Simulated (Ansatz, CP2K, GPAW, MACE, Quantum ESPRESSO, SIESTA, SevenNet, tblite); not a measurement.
# Which run comes nearest? Random rock-salt alloy of CaS and PbS (64 atoms)

The cell holds 64 atoms: 20 Pb, 32 S and 12 Ca. Cell: a = 11.688 Å, b = 11.688 Å, c = 11.688 Å, α = 90.0°, β = 90.0°, γ = 90.0°. It derives from CaS (rock-salt), repeated 2×2×2. Rock-salt CaS, 2 x 2 x 2 conventional cells, 20 of 32 Ca sites given to Pb at random (x = 0.625), lattice by Vegard's rule (a = 5.844 Å); not relaxed, displaced by a Gaussian of 0.02 Å. Then every atom was moved at random, 0.05 Å r.m.s. a Cartesian component.

Geometry: as built.

The reference, a calculation:

```
method                                           : Kohn-Sham DFT, PBE, PAW, plane waves (Ansatz 0.2.0); cutoff 420 eV, Γ point, fermi-dirac smearing of 0.05 eV; PAW set soft_2
r.m.s. force component                           : 0.3323 eV/Å
longest force                                    : 1.218 eV/Å
pressure                                         : 3.284 GPa
gap (highest filled to lowest empty level) : 1.066 eV
SCF cycles                                       : 9
time                                             : 10 s on 8 threads of Arm Neoverse V2, shared host
CPU time                                         : 70 s
```

**Question.** The same geometry is run in other programs. How far does each lie from the reference, and what does it cost?
- SIESTA PBE, DZ, shift 0.01 Ry, mesh 300 Ry (SIESTA 5.4.2; 1 thread)
- SIESTA PBE, SZP, shift 0.01 Ry, mesh 300 Ry (SIESTA 5.4.2; 1 thread)
- QE PBE, sssp-1.3.0-efficiency, 45/360 Ry (Quantum ESPRESSO 7.5; 4 MPI ranks)
- SIESTA PBE, DZP, shift 0.01 Ry, mesh 300 Ry (SIESTA 5.4.2; 2 MPI ranks)
- GPAW PBE, LCAO dzp, h 0.15 Å (GPAW 26.7.0; 1 thread)
- SIESTA VV10, PBE potentials, DZP, shift 0.01 Ry, mesh 300 Ry (SIESTA 5.4.2; 2 MPI ranks)
- GPAW PBE, LCAO sz(dzp), h 0.2 Å (GPAW 26.7.0; 1 thread)
- MACE MPA-0 medium potential (MACE MPA-0 medium; 1 thread)
- CP2K PBE, SZV-MOLOPT-SR, 600/50 Ry, diagonalisation (CP2K 2026.2; 1 thread)
- CP2K BLYP, DZVP-MOLOPT-SR, 600/50 Ry, diagonalisation (CP2K 2026.2; 2 threads)

Differences are against the plane-wave reference, forces as r.m.s. over components; share is that over the reference's r.m.s. force, slope the least-squares factor from reference forces to these. Total energies of different programs have different zeros and aren't compared.

```csv
run,"Δ force, r.m.s. (meV/Å)",share (%),slope,Δ pressure (GPa),Δ gap (eV),cores,CPU time,memory (GiB)
reference,-,-,-,-,-,8,70 s,1.9
"SIESTA PBE, DZ, shift 0.01 Ry, mesh 300 Ry (coarse)",171,51.6,1.315,0.261,0.0839,1,77 s,0.76
"SIESTA PBE, SZP, shift 0.01 Ry, mesh 300 Ry (coarse)",145,43.6,0.959,1.73,0.0858,1,2.9 min,1.1
"QE PBE, sssp-1.3.0-efficiency, 45/360 Ry",4.83,1.45,1.011,0.0105,0.0113,4,31 min,3.6
"SIESTA PBE, DZP, shift 0.01 Ry, mesh 300 Ry",134,40.5,0.950,1.63,-0.0269,2,3.5 min,1.4
"GPAW PBE, LCAO dzp, h 0.15 Å",32.1,9.65,1.069,-,0.0256,1,6.3 min,3.5
"SIESTA VV10, PBE potentials, DZP, shift 0.01 Ry, mesh 300 Ry",126,37.8,1.077,2.06,-0.0508,2,11 min,2.2
"GPAW PBE, LCAO sz(dzp), h 0.2 Å (coarse)",133,39.9,1.337,-,0.102,1,64 s,1.5
MACE MPA-0 medium potential,94.4,28.4,1.029,-0.506,-,1,6.8 s,0.74
"CP2K PBE, SZV-MOLOPT-SR, 600/50 Ry, diagonalisation (coarse)",552,166,-0.022,-1.08,-,1,2.8 min,3.8
"CP2K BLYP, DZVP-MOLOPT-SR, 600/50 Ry, diagonalisation",28.2,8.48,0.993,1.99,0.145,2,3.5 min,4.0
```

Rows marked coarse were listed beforehand as settings not expected to be converged; some can still land near the reference.

Times of the machine-learned potentials are mostly Python's start and the loading of weights.

CPU time is summed over cores on a shared host, where runs went side by side, so it is rough. Symmetry, cutoffs, thresholds, outputs and thread counts weren't matched or tuned between programs; memory under MPI is the largest rank's times the ranks.

PBE on plane waves or a grid with other potentials, cutoffs or grids, coarse settings apart, differs from the reference by 1.5 % (QE PBE, sssp-1.3.0-efficiency, 45/360 Ry) of the r.m.s. force; this holds the reference's own error, so differences of a few per cent don't tell which side is nearer the exact PBE result (QE's 45 Ry are 612 eV, against the reference's 420 eV). The PBE runs in local orbitals, coarse settings apart, differ by 9.7 % (GPAW PBE, LCAO dzp, h 0.15 Å) to 40 % (SIESTA PBE, DZP, shift 0.01 Ry, mesh 300 Ry); basis, grid and potentials can all enter. Machine-learned potentials differ by 28 % (MACE MPA-0 medium potential); they were trained on other programs' data. Rows with another functional or a dispersion term differ by 8.5 % (CP2K BLYP, DZVP-MOLOPT-SR, 600/50 Ry, diagonalisation) to 38 % (SIESTA VV10, PBE potentials, DZP, shift 0.01 Ry, mesh 300 Ry), which mixes the change of model with differences of basis and potentials, some of them made for another functional. Machine-learned potentials mimic data converged in k, so the reference's own k-point error enters their differences. The electronic-structure runs sample only Γ, in a cell whose shortest periodic width is 12 Å.

[Logs are printed without paths, hosts, clocks, repeated set-up lines and the standing remarks that a program may print on its own settings, such as how far it seeks lower states.]

[Hosts, paths, dates, database ids (printed as entryN), source tags and the programs' standing remarks are cut or masked in the printed files.]
